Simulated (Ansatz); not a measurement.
# LiF (Griceite): how G0W0 depends on its starting point

One-shot GW is not self-consistent; how far does the start matter for LiF (Griceite)?

Calculated with Ansatz 0.2.0; G0W0 on several functionals, plane waves, PAW.

Most raw output is cut from this account.

In doubt: masses and optical values from hybrid runs of this build are listed as unsure (step 4), which bears on the screening that GW takes from such a start.

### Step 1. The starting structure

It takes space group Fm-3m (No. 225, cubic). Conventional cell: a = 4.028 Å, b = 4.028 Å, c = 4.028 Å, α = 90.00°, β = 90.00°, γ = 90.00°. Li has 6 F at 2.01 Å nearest. Nearest to F lie 6 Li at 2.01 Å. Farther neighbours and most contacts between anions are not listed.

The cell and positions come from the Crystallography Open Database and are kept as given unless a step says otherwise.

### Step 2. G0W0 on LDA

G0W0 replaces the xc potential by the self-energy, built once from these orbitals. Only a window of levels is corrected, while the sums run over the empty bands that the input names. This step takes PAW set soft_1 files.

This step: G0W0 on LDA, plane waves, PAW; PAW set soft_1.

The input, input.yaml:

```yaml
crystal:
  lattice:
    - [0.0, 2.014, 2.014]
    - [2.014, 0.0, 2.014]
    - [2.014, 2.014, 0.0]
  atoms:
    - { symbol: Li, position: [0.0, 0.0, 0.0] }
    - { symbol: F, position: [0.5, 0.5, 0.5] }
kpoints:
  mp_grid: { grid: [6, 6, 6] }
hamiltonian:
  xc: lda
  pseudopotentials: { kind: paw, azcp: { folder: soft_1 }, xc_functional: pbe }
scf:
  occupations: { method: fixed }
gw:
  n_empty_bands: 48
  ecut_chi: 120
  qp_bands: [v2, c2]
  qp_kpoints: band_edges
  screening: { model: contour_deformation }
```

Started as:

```console
$ ansatz run input.yaml --threads 3 --pin off --max-ram 92160MiB --backend cuda --events-out ev --progress --plain --runs-dir out --devices 1 --max-vram 13GiB
```

Run time: 12 s. Hardware: 1 × NVIDIA H100 80GB HBM3 (shared by 6 runs) with 3 threads of AMD EPYC 7R13 (Zen 3), shared host; peak memory 0.97 GiB.

Numbers from this step:

| Property | Result |
| --- | --- |
| bands summed | 53 |
| RPA ε∞ on this mesh (eigenvalues) | 2.035, 2.035, 2.035 |
| plane waves in the screening matrix | 59 |
| q-points in the mesh | 216 |
| G0W0 gap on the mesh | 13.16 eV |
| k of the valence top | 0, 0, 0 |
| k of the conduction bottom | 0, 0, 0 |
| starting gap on the mesh | 8.841 eV |
| Z at the valence top | 0.8141 |
| Z at the conduction bottom | 0.8840 |
| least direct G0W0 gap on the computed points | 13.16 eV |

The gap on the mesh goes from 8.84 eV to 13.16 eV, a correction of +4.32 eV. Between the two edge states, bare exchange in place of the xc potential would open the gap by 13.11 eV, and correlation takes back 8.79 eV.

### Step 3. G0W0 on PBE

The same correction from a different start measures what one shot leaves open.

This step: G0W0 on PBE, plane waves, PAW; PAW set soft_1.

Changes to input.yaml since step 2:

```diff
@@ -11,4 +11,4 @@
 hamiltonian:
-  xc: lda
-  pseudopotentials: { kind: paw, azcp: { folder: soft_1 }, xc_functional: pbe }
+  xc: pbe
+  pseudopotentials: { kind: paw, azcp: { folder: soft_1 } }
 scf:
```

Run time: 9.1 s. Hardware: 1 × NVIDIA H100 80GB HBM3 (shared by 6 runs) with 3 threads; peak memory 0.98 GiB; 12 s of CPU time.

This step gave:

```
bands summed                                 : 53
RPA ε∞ on this mesh (eigenvalues)            : 1.977, 1.977, 1.977
plane waves in the screening matrix          : 59
q-points in the mesh                         : 216
G0W0 gap on the mesh                         : 13.20 eV
k of the valence top                         : 0, 0, 0
k of the conduction bottom                   : 0, 0, 0
starting gap on the mesh                     : 9.095 eV
Z at the valence top                         : 0.8191
Z at the conduction bottom                   : 0.8883
least direct G0W0 gap on the computed points : 13.20 eV
```

Against the run with 6×6×6 mesh, 48 empty bands, screening to 120 eV, PAW set soft_1 files on LDA, the gap moves by +0.04 eV, while the start moved by +0.25 eV.

### Step 4. G0W0 on HSE06

This step: G0W0 on HSE06, plane waves, PAW; PAW set soft_1.

Changes to input.yaml since step 3:

```diff
@@ -11,3 +11,3 @@
 hamiltonian:
-  xc: pbe
+  xc: hse06
   pseudopotentials: { kind: paw, azcp: { folder: soft_1 } }
```

The job ended after 21 s (1 × NVIDIA H100 80GB HBM3 (shared by 6 runs) with 3 threads; peak memory 1.1 GiB; 22 s of CPU time).

This step gave:

```
bands summed                                 : 53
RPA ε∞ on this mesh (eigenvalues)            : 1.804, 1.804, 1.804
plane waves in the screening matrix          : 59
G0W0 gap on the mesh                         : 14.18 eV
k of the valence top                         : 0, 0, 0
k of the conduction bottom                   : 0, 0, 0
starting gap on the mesh                     : 11.40 eV
least direct G0W0 gap on the computed points : 14.18 eV
```

Against the run with 6×6×6 mesh, 48 empty bands, screening to 120 eV, PAW set soft_1 files on PBE, the gap moves by +0.98 eV, while the start moved by +2.31 eV.

### Step 5. The starts together

All on the 6×6×6 mesh with 48 empty bands and screening to 120 eV. Times are wall times on 1 × NVIDIA H100 80GB HBM3 (shared by 6 runs) with 3 threads of AMD EPYC 7R13 (Zen 3), shared host, good to a factor of about two.

```tsv
start	starting gap (eV)	shift (eV)	G0W0 gap (eV)	RPA ε∞ (harmonic mean)	Z (valence, conduction)	time
LDA	8.84	+4.32	13.16	2.03	0.81, 0.88	12 s
PBE	9.09	+4.11	13.20	1.98	0.82, 0.89	9.1 s
HSE06	11.40	+2.78	14.18	1.80	0.85, 0.91	21 s
```

How the two edges are built up, in eV (the quasiparticle level is the starting level plus Σx plus Σc less Vxc):

```tsv
run	edge	start	Σx	Σc	Vxc	Z	QP
LDA	valence top	0.55	-31.93	5.31	-24.28	0.81	-1.79
LDA	conduction bottom	9.39	-7.79	-3.48	-13.25	0.88	11.37
PBE	valence top	0.96	-32.02	5.27	-24.22	0.82	-1.57
PBE	conduction bottom	10.06	-7.56	-3.35	-12.48	0.89	11.63
HSE06	valence top	-0.76	-32.03	4.58	-26.03	0.85	-2.19
HSE06	conduction bottom	10.64	-7.23	-3.08	-11.66	0.91	12.00
```

For a hybrid start, Vxc holds its share of exact exchange.

### Step 6. Results

* G0W0@LDA: 13.16 eV (start 8.84 eV)
* G0W0@PBE: 13.20 eV (start 9.09 eV)
* G0W0@HSE06: 14.18 eV (start 11.40 eV)
* known limits: not at the basis limit

What this shows: The starting gaps span 2.56 eV and the G0W0 gaps 1.02 eV. Between LDA and HSE06, 1.02 eV of the 2.56 eV survives, 40 %. HSE06 screens less than LDA (ε∞ 1.80 against 2.03). Of the 1.02 eV by which its G0W0 gap is higher, the correlation part gives +1.13 eV, and exchange with the one-particle terms, which follow the orbitals, −0.11 eV. The smallest correction, +2.78 eV, is on HSE06, the start nearest to reproducing itself. Bands and cutoff are finite, so the gap is not at the basis limit. The miss can reach some tenths of an eV and take either sign; the mesh is an error of its own.

[Paths, hosts, dates, memory and timing lines, banners, echoed tables and standing remarks are left out of the program output.]

[Logs are printed without paths, hosts, clocks, repeated set-up lines and the standing remarks that a program may print on its own settings, such as how far it seeks lower states.]

[Runs of the session that timed out or met a known fault of the program may be left out.]

[Cells called generated may have been cut or substituted from an entry of the Crystallography Open Database or the Materials Project.]

[Hosts, paths, dates, database ids (printed as entryN), source tags and the programs' standing remarks are cut or masked in the printed files.]
